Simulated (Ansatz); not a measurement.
# LuVO4 (I4_1/a): how G0W0 depends on its starting point, part 2 of 2

How much of the starting functional survives in the G0W0 gap of LuVO4 (I4_1/a)?

Ansatz 0.2.0; G0W0 on several functionals, plane waves, PAW. Known limits of the many-body steps: not at the basis limit; no spin polarisation; d states lean on the start; no spin-orbit coupling.

So far. Step 2 (G0W0 on r2SCAN): The gap on the mesh goes from 2.94 eV to 4.49 eV, a correction of +1.55 eV. Between the two edge states, bare exchange in place of the xc potential would open the gap by 12.76 eV, and correlation takes back 11.21 eV.

In doubt: masses and optical values from hybrid runs of this build are listed as unsure (steps 3, 4), which bears on the screening that GW takes from such a start; one-shot GW on d or f shells is unsure, so the values of those runs are not to be relied on.

## (3) G0W0 on HSE06

The same correction from a different start measures what one shot leaves open.

This step: G0W0 on HSE06, plane waves, PAW.

Contents of input.yaml:

```yaml
crystal:
  lattice:
    - [-2.4692367723, 2.4692367723, 5.4391946445]
    - [2.4692367723, -2.4692367723, 5.4391946445]
    - [2.4692367723, 2.4692367723, -5.4391946445]
  atoms:
    - { symbol: Lu, position: [0.5, 0.5, 0.0] }
    - { symbol: Lu, position: [0.25, 0.75, 0.5] }
    - { symbol: V, position: [0.0, 0.0, 0.0] }
    - { symbol: V, position: [0.75, 0.25, 0.5] }
    - { symbol: O, position: [0.9293179326, 0.8262512803, 0.591803214] }
    - { symbol: O, position: [0.5762512803, 0.4844480663, 0.3969333477] }
    - { symbol: O, position: [0.0875147186, 0.1793179326, 0.6030666523] }
    - { symbol: O, position: [0.2344480663, 0.3375147186, 0.408196786] }
    - { symbol: O, position: [0.5155519337, 0.9124852814, 0.091803214] }
    - { symbol: O, position: [0.6624852814, 0.0706820674, 0.8969333477] }
    - { symbol: O, position: [0.1737487197, 0.7655519337, 0.1030666523] }
    - { symbol: O, position: [0.8206820674, 0.4237487197, 0.908196786] }
kpoints:
  mp_grid: { grid: [4, 4, 4] }
hamiltonian:
  xc: hse06
  pseudopotentials: { kind: paw, source: ansatz }
scf:
  occupations: { method: fixed }
gw:
  n_empty_bands: 788
  ecut_chi: 190.0
  qp_bands: [v4, c4]
  qp_kpoints: band_edges
  screening: { model: contour_deformation }
```

Run with:

```bash
$ ansatz run input.yaml --threads 4 --pin off --max-ram 138240MiB --backend cuda --events-out ev --progress --plain --runs-dir out --devices 1 --max-vram 26GiB
```

Numbers of over 12 decimals in the logs are rounded to 6 here.

Log:

```text
GPUs: using 1 of 1 available (devices: 1).
[...]
davidson cushion auto → on  (no smearing: the cushion is to keep the highest requested band from converging to the state above it; pin scf.eigensolver.cushion to override)
[...]
GPU FFT provider: cuFFT
GPU libraries: cuBLAS 13.8.2, cuFFT 12.4.0, cuSOLVER 12.3.4
Crystal: 12 atoms, lattice volume = 132.654 Å³
Basis set: ecut = 930 eV, 8587 PW (Γ)
Bands: 75, of which v1, the nominal top of the filled ones, is band 62 counted from 1 (61 counted from 0)
Symmetry: 8 space group operations
[...]
k-points: 14 of 64
[...]
GPU buffer pool allocated for 373248 grid points (all kernels)
[...]
SCF iter   1: F=—  HF=-39880.815729 eV  |F-HF|=—  |Δ(HF+E_count)|=         —  Δρ=1.09e-1  dr2=1.93e1  ethr=1.00e-1  ⟨swp⟩=4.0  Hψ=2985  notcnv=0
[...]
SCF iter   8: F=-39875.301040 eV  HF=-39875.301129 eV  |F-HF|=8.91e-5  |Δ(HF+E_count)|=   6.78e-5  Δρ=4.45e-4  dr2=1.50e-4  ethr=3.83e-6  ⟨swp⟩=3.6  Hψ=2469  notcnv=0
SCF 1 stopped early in 8 iterations: F = -39875.301040 eV  dr2 = 1.50e-4
[...]
GPU FFT provider: cuFFT
GPU libraries: cuBLAS 13.8.2, cuFFT 12.4.0, cuSOLVER 12.3.4
[...]
GPU buffer pool allocated for 373248 grid points (all kernels)
[...]
Frozen-core exchange: fock
[...]
Internal energy: -39869.672317 eV  (E = F + TS)
E sigma→0 (E₀):  -39869.672317 eV
Fermi energy:    9.504629 eV
[...]
--- Band table (eV; the first three rows and the last of 14) ---
  k-point 0: bands = [... 58 lower, 8.6340, 9.1115, 9.5046, 9.5046, 13.6947, 14.1237, 14.3487, 14.4887, ... 2 higher]
  k-point 1: bands = [... 58 lower, 8.7395, 8.9877, 9.0203, 9.2618, 13.9451, 14.3129, 14.3548, 14.6760, ... 2 higher]
  k-point 2: bands = [... 58 lower, 8.9041, 8.9041, 8.9936, 8.9936, 13.9611, 13.9611, 14.6668, 14.6668, ... 2 higher]
  k-point 13: bands = [... 58 lower, 8.9904, 8.9904, 9.4140, 9.4140, 13.8439, 13.8439, 14.2219, 14.2219, ... 2 higher]
  guard bands above this table: 7 of the run's 75 bands. The solve was not asked for them (output.publish_guard_bands: true or output.eigenvalues: true publishes all)
[...]
0    59      8.6340   -26.9907     4.0104   -22.9122  0.7684     8.5658     8.5658  root
     0    60      9.1115   -26.6919     3.9659   -22.6724  0.7728     9.0578     9.0578  root
     0    61      9.5046   -26.5539     3.9857   -22.5380  0.7701     9.4744     9.4744  root
     0    62      9.5046   -26.5539     3.9857   -22.5380  0.7701     9.4744     9.4744  root
     0    63     13.6947   -15.3439    -6.4569   -22.3905  0.7655    14.2882    14.2843  root
     0    64     14.1237   -15.8809    -6.2309   -22.7461  0.7657    14.7625    14.7580  root
     0    65     14.3487   -16.1019    -6.1096   -22.8597  0.7655    15.0017    14.9970  root
     0    66     14.4887   -16.4302    -6.0842   -23.1548  0.7561    15.1342    15.1291  root
[...]
13    63     13.8439   -15.3506    -6.2048   -22.1557  0.7691    14.4481    14.4442  root
    13    64     13.8439   -15.3506    -6.2048   -22.1557  0.7691    14.4481    14.4442  root
    13    65     14.2219   -16.0895    -6.2035   -22.9304  0.7631    14.8640    14.8593  root
    13    66     14.2219   -16.0895    -6.2035   -22.9304  0.7631    14.8640    14.8593  root
[key lines of the parts left out:]
Free energy (F): -39869.672317 eV
```

Elapsed: 6.1 min, on 1 × NVIDIA H100 80GB HBM3 (shared by 3 runs) with 4 threads of AMD EPYC 7R13 (Zen 3), shared host; peak memory 5.9 GiB; 9.7 min of CPU time.

Numbers from this step:

| Item | Value |
| --- | --- |
| bands summed | 850 |
| RPA ε∞ on this mesh (eigenvalues) | 3.744, 4.081, 4.081 |
| plane waves in the screening matrix | 809 |
| q-points in the mesh | 64 |
| G0W0 gap on the mesh | 4.810 eV |
| k of the valence top | 0, 0, 0 |
| k of the conduction bottom | 0, 0, 0 |
| starting gap on the mesh | 4.190 eV |
| Z at the valence top | 0.7701 |
| Z at the conduction bottom | 0.7655 |
| least direct G0W0 gap on the computed points | 4.810 eV |

Against the run with 4×4×4 mesh, 788 empty bands, screening to 190 eV, hard PAW files on r2SCAN, the gap moves by +0.32 eV, while the start moved by +1.25 eV.

## (4) G0W0 on PBE0

This step: G0W0 on PBE0, plane waves, PAW.

input.yaml: that of step 3 with these lines changed.

```diff
@@ -21,3 +21,3 @@
 hamiltonian:
-  xc: hse06
+  xc: pbe0
   pseudopotentials: { kind: paw, source: ansatz }
```

Log:

```text
GPUs: using 1 of 1 available (devices: 1).
[...]
GPU FFT provider: cuFFT
GPU libraries: cuBLAS 13.8.2, cuFFT 12.4.0, cuSOLVER 12.3.4
Crystal: 12 atoms, lattice volume = 132.654 Å³
Basis set: ecut = 930 eV, 8587 PW (Γ)
Bands: 75, of which v1, the nominal top of the filled ones, is band 62 counted from 1 (61 counted from 0)
Symmetry: 8 space group operations
[...]
k-points: 14 of 64
[...]
0    65     14.7250   -16.0769    -5.9667   -22.4455  0.7789    15.1284    15.1269  root
     0    66     14.8738   -16.4075    -5.9330   -22.7345  0.7704    15.2693    15.2677  root
[...]
13    63     14.2181   -15.3252    -6.0576   -21.7366  0.7822    14.5730    14.5719  root
    13    64     14.2181   -15.3252    -6.0576   -21.7366  0.7822    14.5730    14.5719  root
    13    65     14.5996   -16.0667    -6.0617   -22.5200  0.7765    14.9926    14.9912  root
    13    66     14.5996   -16.0667    -6.0617   -22.5200  0.7765    14.9926    14.9912  root
[key lines of the parts left out:]
Free energy (F): -39866.318183 eV
Fermi energy:    9.110072 eV
```

Elapsed: 6.4 min, on 1 × NVIDIA H100 80GB HBM3 (shared by 3 runs) with 4 threads; peak memory 5.6 GiB.

This step gave:

```yaml
bands_summed: 850
rpa_eps_infinity_on_this_mesh_eigenvalues: 3.556, 3.862, 3.862
plane_waves_in_the_screening_matrix: 809
g0w0_gap_on_the_mesh: 5.074 eV
k_of_the_valence_top: 0, 0, 0
k_of_the_conduction_bottom: 0, 0, 0
starting_gap_on_the_mesh: 4.961 eV
least_direct_g0w0_gap_on_the_computed_points: 5.074 eV
```

Against the run with 4×4×4 mesh, 788 empty bands, screening to 190 eV, hard PAW files on HSE06, the gap moves by +0.26 eV, while the start moved by +0.77 eV.

## (5) The starts together

All on the 4×4×4 mesh with 788 empty bands and screening to 190 eV. Times are wall times on 1 × NVIDIA H100 80GB HBM3 (shared by 3 runs) with 4 threads of AMD EPYC 7R13 (Zen 3), shared host, good to a factor of about two.

```csv
start,starting gap (eV),shift (eV),G0W0 gap (eV),RPA ε∞ (harmonic mean),"Z (valence, conduction)",time
r2SCAN,2.94,+1.55,4.49,4.60,"0.74, 0.73",2.9 min
HSE06,4.19,+0.62,4.81,3.96,"0.77, 0.77",6.1 min
PBE0,4.96,+0.11,5.07,3.75,"0.78, 0.78",6.4 min
```

The parts of the quasiparticle energy at the two band edges (eV; QP = start + Σx + Σc − Vxc):

```csv
run,edge,start,Σx,Σc,Vxc,Z,QP
r2SCAN,valence top,10.22,-27.50,4.40,-22.68,0.74,9.80
r2SCAN,conduction bottom,13.17,-15.88,-6.82,-23.82,0.73,14.29
HSE06,valence top,9.50,-26.55,3.99,-22.54,0.77,9.47
HSE06,conduction bottom,13.69,-15.34,-6.46,-22.39,0.77,14.28
PBE0,valence top,9.11,-26.56,3.85,-22.94,0.78,9.34
PBE0,conduction bottom,14.07,-15.33,-6.31,-21.98,0.78,14.42
```

For a hybrid start, Vxc holds its share of exact exchange.

## (6) Summary of results

```json
{
 "G0W0@r2SCAN": "4.49 eV (start 2.94 eV)",
 "G0W0@HSE06": "4.81 eV (start 4.19 eV)",
 "G0W0@PBE0": "5.07 eV (start 4.96 eV)",
 "known limits": "not at the basis limit; no spin polarisation; d states lean on the start; no spin-orbit coupling"
}
```

In words: The starting gaps span 2.02 eV and the G0W0 gaps 0.58 eV. Between r2SCAN and PBE0, 0.58 eV of the 2.02 eV survives, 29 %. PBE0 screens less than r2SCAN (ε∞ 3.75 against 4.60). Of the 0.58 eV by which its G0W0 gap is higher, the correlation part gives +1.06 eV, and exchange with the one-particle terms, which follow the orbitals, −0.48 eV. The smallest correction, +0.11 eV, is on PBE0, the start nearest to reproducing itself. Bands and cutoff are finite, so the gap is not at the basis limit. The miss can reach some tenths of an eV and take either sign; the mesh is an error of its own. The runs have no spin polarisation. For a closed low-spin shell that is the natural state; where a d or f shell is open it is a constraint, and the gap is then not the crystal's own. With d states at the gap, one-shot GW leans hard on its start. The many-body steps are scalar-relativistic: spin-orbit coupling is not in them.

[Paths, hosts, dates, memory and timing lines, banners, echoed tables and standing remarks are left out of the program output.]

[Logs are printed without paths, hosts, clocks, repeated set-up lines and the standing remarks that a program may print on its own settings, such as how far it seeks lower states.]

[Runs of the session that timed out or met a known fault of the program may be left out.]

[Cells called generated may have been cut or substituted from an entry of the Crystallography Open Database or the Materials Project.]

[Hosts, paths, dates, database ids (printed as entryN), source tags and the programs' standing remarks are cut or masked in the printed files.]
